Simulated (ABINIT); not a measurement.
## Quasiparticle gap of AlN (F-43m) in ABINIT

How does a plane-wave GW calculation on AlN (F-43m) run from the first input to the gap?

Main program and level: ABINIT 10.8.3; LDA and many-body steps on it, plane waves.

### Step 1. The system as given

It takes space group F-43m (No. 216, cubic). The conventional cell has a = 4.368 Å, b = 4.368 Å, c = 4.368 Å, α = 90.00°, β = 90.00°, γ = 90.00°. Al has 4 N at 1.89 Å nearest. Nearest to N lie 4 Al at 1.89 Å. Farther neighbours, and contacts between anions beyond the nearest, are not listed.

Structure file:

```cif
data_structure
_symmetry_space_group_name_H-M 'F-43m'
_symmetry_Int_Tables_number 216
_cell_length_a 4.3680
_cell_length_b 4.3680
_cell_length_c 4.3680
_cell_angle_alpha 90.000
_cell_angle_beta 90.000
_cell_angle_gamma 90.000
_cell_volume 83.34
loop_
_atom_site_label
_atom_site_type_symbol
_atom_site_symmetry_multiplicity
_atom_site_Wyckoff_symbol
_atom_site_fract_x
_atom_site_fract_y
_atom_site_fract_z
_atom_site_occupancy
Al1 Al 4 a 0.00000 0.00000 0.00000 1
N1 N 4 c 0.25000 0.25000 0.25000 1
```

The cell and positions are those that the Materials Project relaxed with its own functionals (PBE, PBE+U or r2SCAN), kept fixed. This is not the form that AlN usually takes at ambient conditions.

### Step 2. Ground state

This step: ABINIT 10.8.3; DFT, LDA, plane waves, norm-conserving pseudopotentials.

The ground-state density comes first.

File run.abi:

```
acell 3*1.0 Angstrom
rprim 
  -0.000000000000 2.183993559600 2.183993559600
  2.183993559600 -0.000000000000 2.183993559600
  2.183993559600 2.183993559600 -0.000000000000
ntypat 2
znucl 13 7
natom 2
typat 1 2
xred 
  0.000000000000 0.000000000000 0.000000000000
  0.750000000000 0.750000000000 0.750000000000
pp_dirpath "pseudos"
pseudos "Al.upf, N.upf"
ecut 36
ngkpt 8 8 8
nshiftk 1
shiftk 0 0 0
kptopt 1
chksymbreak 0
nband 9
occopt 1
tolvrs 1e-10
nstep 60
prtwf 0
indata_prefix "in"
outdata_prefix "out"
tmpdata_prefix "tmp"
```

Run with:

```sh
$ OMP_NUM_THREADS=1 mpirun -n 8 abinit run.abi > log
```

Output:

```text
.Version 10.8.3 of ABINIT. v10.8.2 released Aug 2026.

 Symmetries : space group F-4 3 m (#216); Bravais cF (face-center cubic)
================================================================================
 Values of the parameters that define the memory need of the present run
     intxc =       0    ionmov =       0      iscf =       7    lmnmax =       6
     lnmax =       6     mgfft =      32  mpssoang =       3    mqgrid =    3001
     natom =       2  nloc_mem =       1    nspden =       1   nspinor =       1
    nsppol =       1      nsym =      24    n1xccc =    2501    ntypat =       2
    occopt =       1   xclevel =       1
-    mband =           9        mffmem =           1         mkmem =           4
       mpw =        1475          nfft =       32768          nkpt =          29
================================================================================
  Rough estimation (10% accuracy) of disk space for files :
================================================================================

--------------------------------------------------------------------------------
------------- Echo of variables that govern the present computation ------------
--------------------------------------------------------------------------------
 -outvars: echo values of preprocessed input variables --------
            acell      1.8897261259E+00  1.8897261259E+00  1.8897261259E+00 Bohr

      chksymbreak           0
             ecut      3.60000000E+01 Hartree
-          fftalg         312

              ixc       -1012
              kpt      0.00000000E+00  0.00000000E+00  0.00000000E+00
                       1.25000000E-01  0.00000000E+00  0.00000000E+00
                       2.50000000E-01  0.00000000E+00  0.00000000E+00
                       3.75000000E-01  0.00000000E+00  0.00000000E+00
                       5.00000000E-01  0.00000000E+00  0.00000000E+00
                       1.25000000E-01  1.25000000E-01  0.00000000E+00
                       2.50000000E-01  1.25000000E-01  0.00000000E+00
                       3.75000000E-01  1.25000000E-01  0.00000000E+00
                       5.00000000E-01  1.25000000E-01  0.00000000E+00
   [... 18 further rows ...]
                      -3.75000000E-01  5.00000000E-01  1.25000000E-01
                      -2.50000000E-01  5.00000000E-01  2.50000000E-01
         kptrlatt        8    0    0      0    8    0      0    0    8
          kptrlen      4.66933685E+01
P           mkmem           4
            natom           2
            nband           9
            ngfft          32      32      32
             nkpt          29
            nstep          60
             nsym          24
           ntypat           2
              occ      2.000000  2.000000  2.000000  2.000000  0.000000  0.000000
[...]
prtwf           0
            rprim     -0.0000000000E+00  2.1839935596E+00  2.1839935596E+00
[...]
spgroup         216

           tolvrs      1.00000000E-10

             xred      0.0000000000E+00  0.0000000000E+00  0.0000000000E+00
[...]
znucl       13.00000    7.00000

================================================================================

 chkinp: Checking input parameters for consistency.

================================================================================
== DATASET  1 ==================================================================
-   mpi_nproc: 8, omp_nthreads: 1 (-1 if OMP is not activated)

--- !DatasetInfo
iteration_state: {dtset: 1, }
dimensions: {natom: 2, nkpt: 29, mband: 9, nsppol: 1, nspinor: 1, nspden: 1, mpw: 1475, }
cutoff_energies: {ecut:  36.0, pawecutdg:  -1.0, }
electrons: {nelect:   8.00000000E+00, charge:   0.00000000E+00, occopt:   1.00000000E+00, tsmear:   1.00000000E-02, }

 Real(R)+Recip(G) space primitive vectors, cartesian coordinates (Bohr,Bohr^-1):
 R(1)=  0.0000000  4.1271497  4.1271497  G(1)= -0.1211490  0.1211490  0.1211490
 R(2)=  4.1271497  0.0000000  4.1271497  G(2)=  0.1211490 -0.1211490  0.1211490
 R(3)=  4.1271497  4.1271497  0.0000000  G(3)=  0.1211490  0.1211490 -0.1211490
 Unit cell volume ucvol=  1.4059849E+02 bohr^3
 Angles (23,13,12)=  6.00000000E+01  6.00000000E+01  6.00000000E+01 degrees

 getcut: wavevector=  0.0000  0.0000  0.0000  ngfft=  32  32  32
         ecut(hartree)=     36.000   => boxcut(ratio)=   2.02987

--- Pseudopotential description ------------------------------------------------
- Al Generated using ONCVPSP code by D. R. Hamann
- 13.00000   3.00000  180309                  znucl, zion, pspdat
12 -1012 2 -1 1854                            pspcod,pspxc,lmax,lloc,mmax
     nproj     2     2     2
  pspatm : epsatm=    0.57439143
         --- l  ekb(1:nproj) -->
[...]
pspatm: atomic psp has been read  and splines computed

- N Generated using ONCVPSP code by D. R. Hamann
-  7.00000   5.00000  180309                  znucl, zion, pspdat
12 -1012 1 -1 1058                            pspcod,pspxc,lmax,lloc,mmax
     nproj     2     2     0
  pspatm : epsatm=    5.30777321
         --- l  ekb(1:nproj) -->
[...]
1   -4.361519   -1.032581
 pspatm: atomic psp has been read  and splines computed

   4.70573171E+01                                ecore*ucvol(ha*bohr**3)
--------------------------------------------------------------------------------

_setup2: Arith. and geom. avg. npw (full set) are    1449.447    1449.423

================================================================================

--- !BeginCycle
iteration_state: {dtset: 1, }
solver: {iscf: 7, nstep: 60, nline: 4, wfoptalg: 0, }
tolerances: {tolvrs: 1.00E-10, }

     iter   Etot(hartree)      deltaE(h)  residm     vres2
 ETOT  1  -12.678261    -1.268E+01 1.150E-01 5.515E+02
 ETOT  2  -12.708084    -2.982E-02 9.035E-03 4.447E+02
 ETOT  3  -12.841257    -1.332E-01 4.509E-03 1.301E+00
 ETOT  4  -12.841571    -3.143E-04 2.019E-03 4.883E-02
 ETOT  5  -12.841581    -1.070E-05 1.677E-04 4.036E-04
 ETOT  6  -12.841582    -5.440E-08 2.009E-04 5.655E-05
 ETOT  7  -12.841582    -2.061E-08 1.700E-05 9.087E-07
 ETOT  8  -12.841582    -3.317E-10 2.123E-05 6.983E-09
 ETOT  9  -12.841582    -2.034E-12 1.772E-06 2.796E-10
 ETOT 10  -12.841582    -1.705E-13 2.325E-06 3.470E-13

 At SCF step   10       vres2   =  3.47E-13 < tolvrs=  1.00E-10 =>converged.

 Cartesian components of stress tensor (hartree/bohr^3)
  sigma(1 1)=  1.79578753E-04  sigma(3 2)=  0.00000000E+00
  sigma(2 2)=  1.79578753E-04  sigma(3 1)=  0.00000000E+00
  sigma(3 3)=  1.79578753E-04  sigma(2 1)=  0.00000000E+00

--- !ResultsGS
iteration_state: {dtset: 1, }
comment   : Summary of ground state results
lattice_vectors:
- [ -0.0000000,   4.1271497,   4.1271497, ]
- [  4.1271497,  -0.0000000,   4.1271497, ]
- [  4.1271497,   4.1271497,  -0.0000000, ]
lattice_lengths: [   5.83667,    5.83667,    5.83667, ]
lattice_angles: [ 60.000,  60.000,  60.000, ] # degrees, (23, 13, 12)
lattice_volume:   1.4059849E+02
convergence: {deltae: -1.705E-13, res2:  3.470E-13, residm:  2.325E-06, diffor: null, }
etotal    :  -1.28415815E+01
entropy   :   0.00000000E+00
fermie    :   2.02431740E-01
cartesian_stress_tensor: # hartree/bohr^3
- [  1.79578753E-04,   0.00000000E+00,   0.00000000E+00, ]
- [  0.00000000E+00,   1.79578753E-04,   0.00000000E+00, ]
- [  0.00000000E+00,   0.00000000E+00,   1.79578753E-04, ]
pressure_GPa:  -5.2834E+00
xred      :
- [  0.0000E+00,   0.0000E+00,   0.0000E+00, Al]
- [  7.5000E-01,   7.5000E-01,   7.5000E-01,  N]
cartesian_forces: # hartree/bohr
- [ -0.00000000E+00,  -0.00000000E+00,  -0.00000000E+00, ]
- [ -0.00000000E+00,  -0.00000000E+00,  -0.00000000E+00, ]
force_length_stats: {min:   0.00000000E+00, max:   0.00000000E+00, mean:   0.00000000E+00, }

 Integrated electronic density in atomic spheres:
 ------------------------------------------------
 Atom  Sphere_radius  Integrated_density
    1        2.00000          1.13118084
    2        2.00000          5.35398748
================================================================================

 ----iterations are completed or convergence reached----

 Mean square residual over all n,k,spin=   10.967E-09; max=  23.250E-07
 reduced coordinates (array xred) for    2 atoms
       0.000000      0.000000      0.000000
       0.750000      0.750000      0.750000
 rms dE/dt=  0.0000E+00; max dE/dt=  0.0000E+00; dE/dt below (all hartree)
    1       0.000000      0.000000      0.000000
    2       0.000000      0.000000      0.000000

 cartesian coordinates (angstrom) at end:
    1      0.000000     0.000000     0.000000
    2      3.275990     3.275990     3.275990

 cartesian forces (hartree/bohr) at end:
    1     -0.000000    -0.000000    -0.000000
    2     -0.000000    -0.000000    -0.000000
 frms,max,avg= 0.0000000E+00 0.0000000E+00   0.000E+00  0.000E+00  0.000E+00 h/b

 cartesian forces (eV/Angstrom) at end:
    1     -0.000000    -0.000000    -0.000000
    2     -0.000000    -0.000000    -0.000000
 frms,max,avg= 0.0000000E+00 0.0000000E+00   0.000E+00  0.000E+00  0.000E+00 e/A
 length scales=  1.889726  1.889726  1.889726 bohr
              =  1.000000  1.000000  1.000000 angstroms
 prteigrs : about to open file out_EIG
 Fermi (or HOMO) energy (hartree) =   0.20243   Average Vxc (hartree)=  -0.40395
 Eigenvalues (hartree) for nkpt=  29  k points:
 kpt#   1, nband=  9, wtk=  0.00195, kpt=  0.0000  0.0000  0.0000 (reduced coord)
  -0.34191    0.20243    0.20243    0.20243    0.35837    0.65658    0.65658    0.65658
   0.84940
 prteigrs : prtvol=0 or 1, do not print more k-points.

--- !EnergyTerms
iteration_state     : {dtset: 1, }
comment             : Components of total free energy in Hartree
kinetic             :  8.197065E+00
hartree             :  2.785462E+00
xc                  : -4.245966E+00
Ewald energy        : -1.089998E+01
psp_core            :  3.346929E-01
local_psp           : -8.302476E+00
non_local_psp       : -7.103804E-01
total_energy        : -1.284158E+01
total_energy_eV     : -3.494372E+02
band_energy         :  1.460291E-01

 Cartesian components of stress tensor (hartree/bohr^3)
  sigma(1 1)=  1.79578753E-04  sigma(3 2)=  0.00000000E+00
  sigma(2 2)=  1.79578753E-04  sigma(3 1)=  0.00000000E+00
  sigma(3 3)=  1.79578753E-04  sigma(2 1)=  0.00000000E+00

-Cartesian components of stress tensor (GPa)         [Pressure= -5.2834E+00 GPa]
- sigma(1 1)=  5.28338933E+00  sigma(3 2)=  0.00000000E+00
- sigma(2 2)=  5.28338933E+00  sigma(3 1)=  0.00000000E+00
- sigma(3 3)=  5.28338933E+00  sigma(2 1)=  0.00000000E+00

== END DATASET(S) ==============================================================
================================================================================

 -outvars: echo values of variables after computation  --------
           etotal     -1.2841581537E+01
            nband           9
             nkpt          29
          spgroup         216
 [... the other variables as echoed above ...]

 Calculation completed.
```

Wall time 2.7 s (8 MPI ranks of Arm Neoverse V2, shared host); peak memory 0.07 GiB.

Read from the output:

```
total energy               : -349.4372 eV
gap                        : 3.259 eV
k of the valence top       : 0, 0, 0
k of the conduction bottom : 0.5, 0.5, 0
least direct gap           : 4.243 eV
pressure                   : -5.283 GPa
```

The gap is indirect, with the least direct gap 0.98 eV higher.

The cutoff was set for levels, not for stress, so the pressure can be off by some GPa.

(Continued in part 2 of 3.)

[Long decimals in the printed logs are rounded to 6 places.]

[Logs are printed without paths, hosts, clocks, repeated set-up lines and the standing remarks that a program may print on its own settings, such as how far it seeks lower states.]

[Paths, hosts, dates, memory and timing lines, banners, echoed tables and standing remarks are left out of the program output; an Ansatz launch command may be rebuilt from the run's recorded settings. Measured values are a selection of at most five: reports struck by readers or far from the other reports are left out. None is set beside runs whose start may be inverted or whose files or cutoffs have a known fault.]

[Runs of the session that timed out or met a known fault of the program may be left out.]

[Hosts, paths, dates, database ids (printed as entryN), source tags and the programs' standing remarks are cut or masked in the printed files.]

[G0W0 gaps are taken among the corrected bands and points alone; a level outside them can change the order at an edge.]

[Where Ansatz stands beside ABINIT at settings called matched, ABINIT's density can come from a denser mesh and the files from another edition; pairs whose starting gaps differed by over 0.03 eV were left out, so agreement reads better than it is.]
